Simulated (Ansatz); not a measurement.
## HfGe (model cell, started as wurtzite): relaxing the cell for a phonon run

Task: relax HfGe (model cell, started as wurtzite) tightly.

Program: Ansatz 0.2.0. Level of theory: DFT PBEsol, scalar-relativistic, plane waves, norm-conserving pseudopotentials. Results are calculated unless marked as measured.

Most raw output is cut from this account.

The structure was built from a prototype and need not be the compound's stable phase.

### Step 1. Set-up

The structure is hexagonal, space group P6_3mc (No. 186). The conventional cell has a = 4.160 Å, b = 4.160 Å, c = 6.793 Å, α = 90.00°, β = 90.00°, γ = 120.00°. Nearest to Hf lie 4 Ge at 2.55 Å. Ge has 4 Hf at 2.55 Å nearest. Farther neighbours are not listed.

Structure file:

```cif
data_structure
_symmetry_space_group_name_H-M 'P6_3mc'
_symmetry_Int_Tables_number 186
_cell_length_a 4.1599
_cell_length_b 4.1599
_cell_length_c 6.7931
_cell_angle_alpha 90.000
_cell_angle_beta 90.000
_cell_angle_gamma 120.000
_cell_volume 101.80
loop_
_atom_site_label
_atom_site_type_symbol
_atom_site_symmetry_multiplicity
_atom_site_Wyckoff_symbol
_atom_site_fract_x
_atom_site_fract_y
_atom_site_fract_z
_atom_site_occupancy
Hf1 Hf 2 b 0.33333 0.66667 0.00000 1
Ge1 Ge 2 b 0.33333 0.66667 0.37500 1
```

### Step 2. A coarse first look

First a cheap look: the gap decides the mesh and the occupations, the pressure tells how far the cell has to move.

input.yaml reads:

```yaml
crystal:
  lattice:
    - [4.15989, 0.0, 0.0]
    - [-2.07994, 3.60257, 0.0]
    - [0.0, 0.0, 6.7931]
  atoms:
    - { symbol: Hf, position: [0.333333, 0.666667, 0.0] }
    - { symbol: Hf, position: [0.666667, 0.333333, 0.5] }
    - { symbol: Ge, position: [0.333333, 0.666667, 0.375] }
    - { symbol: Ge, position: [0.666667, 0.333333, 0.875] }
kpoints:
  mp_grid: { grid: [6, 6, 4] }
hamiltonian:
  xc: pbesol
  pseudopotentials: { kind: nc }
scf:
  occupations: { method: gaussian, width: 0.1 }
output:
  forces: true
  stress: true
  eigenvalues: true
```

Command:

```sh
> ansatz run input.yaml --threads 4 --pin off --max-ram 7168MiB --backend cpu --events-out ev --progress --plain --runs-dir out
```

Wall time 5.3 s (4 threads of Arm Neoverse V1, shared host); peak memory 0.61 GiB; 19 s of CPU time.

This step gave:

```
pressure           : 5.064 GPa
volume per atom    : 25.45 Å³
gap on the k-mesh  : 0.2732 eV
direct gap on mesh : 0.4503 eV
```

The coarse mesh shows a gap of 0.27 eV and a pressure of 5.1 GPa.

### Step 3. Relaxation, k-mesh 9×9×6, smearing width 0.01 eV

Harmonic phonons are second derivatives at a point where the forces vanish, and they are wanted at zero stress, so atoms and cell are relaxed first.

input.yaml, the sections that differ from step 2:

```yaml
kpoints:
  mp_grid: { grid: [9, 9, 6] }
scf:
  occupations: { method: gaussian, width: 0.01 }
relax:
  adjacent_minimum: "off"
  f_tol: 0.005
  max_steps: 80
  cell: { stress_tol: 0.05 }
# crystal, hamiltonian, output: as in step 2
```

Elapsed: 2.9 min, on 4 threads; peak memory 0.87 GiB; 11 min of CPU time.

Relaxation path:

```csv
step,energy less that of the first step (eV),largest force component (eV/Å),pressure (GPa),volume (Å³)
1,0.0000,0.2903,5.07,101.80
2,-0.2611,0.3581,-2.25,110.49
3,-0.5888,0.5372,-3.77,109.33
4,-1.0889,0.6788,-4.99,106.44
5,-1.7124,0.7240,-5.52,102.63
6,-2.2222,0.4697,-1.96,96.58
7,-2.2806,0.0010,0.26,94.43
8,-2.2843,0.0001,0.03,94.58
9,-2.2844,0.0000,0.00,94.61
10*,-2.3257,0.0000,1.16,94.61
11,-2.3324,0.0002,0.21,95.66
12,-2.3326,0.0001,0.00,95.90
13*,-2.3328,0.0001,0.01,95.90
```

Relaxation steps marked * repeat the geometry before them on a plane-wave basis chosen anew for their cell, so energy and pressure can jump there.

The run keeps the 12 symmetry operations that it works with, so distortions that break them were not tested.

```csv
cell as run,before,after,change
a (Å),4.160,4.582,+10.1 %
b (Å),4.160,4.582,+10.1 %
c (Å),6.793,5.275,-22.3 %
volume (Å³/atom),25.45,23.98,-5.8 %
```

The atoms that moved most (Å, as changes of fractional coordinates times the final cell):

```csv
atom,dx,dy,dz,length
Hf1,0.000,0.000,-0.330,0.330
Ge4,0.000,0.000,0.330,0.330
Ge3,0.000,0.000,0.330,0.330
Hf2,0.000,0.000,-0.330,0.330
```

Final coordinates:

```xyz
4
Lattice="4.5819 0.0000 0.0000 -2.2909 3.9680 0.0000 0.0000 0.0000 5.2749" Properties=species:S:1:pos:R:3 pbc="T T T"
Hf    0.0000    2.6453   -0.3297
Hf    2.2909    1.3227    2.3078
Ge    0.0000    2.6453    2.3078
Ge    2.2909    1.3227    4.9452
```

Numbers from this step:

| Quantity | Value |
| --- | --- |
| pressure | 0.01157 GPa |
| volume per atom | 23.98 Å³ |
| gap on the k-mesh | 0 eV |

In this step the volume went from 25.45 to 23.98 Å³/atom.

### Step 4. Relaxation, k-mesh 12×12×8, smearing width 0.1 eV

The relaxation is repeated from its end, on the mesh and smearing that suit the cell and gap now reached.

input.yaml, the sections that differ from step 3:

```yaml
crystal:
  lattice:
    - [4.581851136, -3.1796e-06, 0.0]
    - [-2.2909228144, 3.9680010699, 0.0]
    - [0.0, 0.0, 5.2748665195]
  atoms:
    - { symbol: Hf, position: [0.3333333333, 0.6666666667, -0.0624993963] }
    - { symbol: Hf, position: [0.6666666667, 0.3333333333, 0.4375006037] }
    - { symbol: Ge, position: [0.3333333333, 0.6666666667, 0.4374993963] }
    - { symbol: Ge, position: [0.6666666667, 0.3333333333, 0.9374993963] }
kpoints:
  mp_grid: { grid: [12, 12, 8] }
scf:
  occupations: { method: gaussian, width: 0.1 }
# hamiltonian, output, relax: as in step 3
```

Run time: 83 s. Hardware: 4 threads; peak memory 1.1 GiB.

Little changed from the start: no atom moved by 0.005 Å and no cell edge by 0.1 %.

This step gave:

- pressure: 2.00e-4 GPa
- volume per atom: 24.00 Å³

In this step the volume went from 23.98 to 24.00 Å³/atom.

### Step 5. Relaxing to small forces for the phonons

Phonons need a cell at rest on their own settings, so the relaxation is repeated with tight tolerances on forces and stress, using the mesh and the filling of the phonon run that follows.

input.yaml, the sections that differ from step 4:

```yaml
crystal:
  lattice:
    - [4.5826278453, -3.1801e-06, 0.0]
    - [-2.2913111686, 3.9686737202, 0.0]
    - [0.0, 0.0, 5.2774538066]
  atoms:
    - { symbol: Hf, position: [0.3333333333, 0.6666666667, -0.0625] }
    - { symbol: Hf, position: [0.6666666667, 0.3333333333, 0.4375] }
    - { symbol: Ge, position: [0.3333333333, 0.6666666667, 0.4375] }
    - { symbol: Ge, position: [0.6666666667, 0.3333333333, 0.9375] }
scf:
  occupations: { method: methfessel_paxton, width: 0.2 }
relax:
  adjacent_minimum: "off"
  f_tol: 0.001
  max_steps: 60
  cell: { stress_tol: 0.01 }
# kpoints, hamiltonian, output: as in step 4
```

Wall time 59 s (4 threads); peak memory 1.1 GiB; 3.9 min of CPU time.

Little changed from the start: no atom moved by 0.005 Å and no cell edge by 0.1 %.

Numbers from this step:

- pressure: -0.004711 GPa

The forces vanish by symmetry and the pressure is -0.005 GPa, within the tolerances set. The cell now holds 24.00 Å³/atom. Within 0.01 Å the structure now has space group P6_3/mmc, not the P6_3mc of the start.

### Step 6. Results

| Quantity | Value |
| --- | --- |
| space group after relaxation (within 0.01 Å) | P6_3/mmc |
| lattice constant a | 4.583 Å |
| lattice constant b | 4.583 Å |
| lattice constant c | 5.277 Å |
| volume per atom | 24.0 Å³ |

The forces vanish by symmetry and the pressure is -0.005 GPa, within the tolerances set. The cell now holds 24.00 Å³/atom. Within 0.01 Å the structure now has space group P6_3/mmc, not the P6_3mc of the start. The relaxation keeps the symmetry of its start, so it says nothing on stability against lower symmetry. The relaxed cell left the space group of the starting entry, even within 0.1 Å, so it may not be the phase that the entry, or a measurement on it, describes. Spin-orbit coupling is left out, which can matter for the heavy elements here. The starting cell was built on a prototype and not taken from a measurement, so the phase need not exist.

[Logs are printed without paths, hosts, clocks, repeated set-up lines and the standing remarks that a program may print on its own settings, such as how far it seeks lower states.]

[Hosts, paths, dates, database ids (printed as entryN), source tags and the programs' standing remarks are cut or masked in the printed files.]
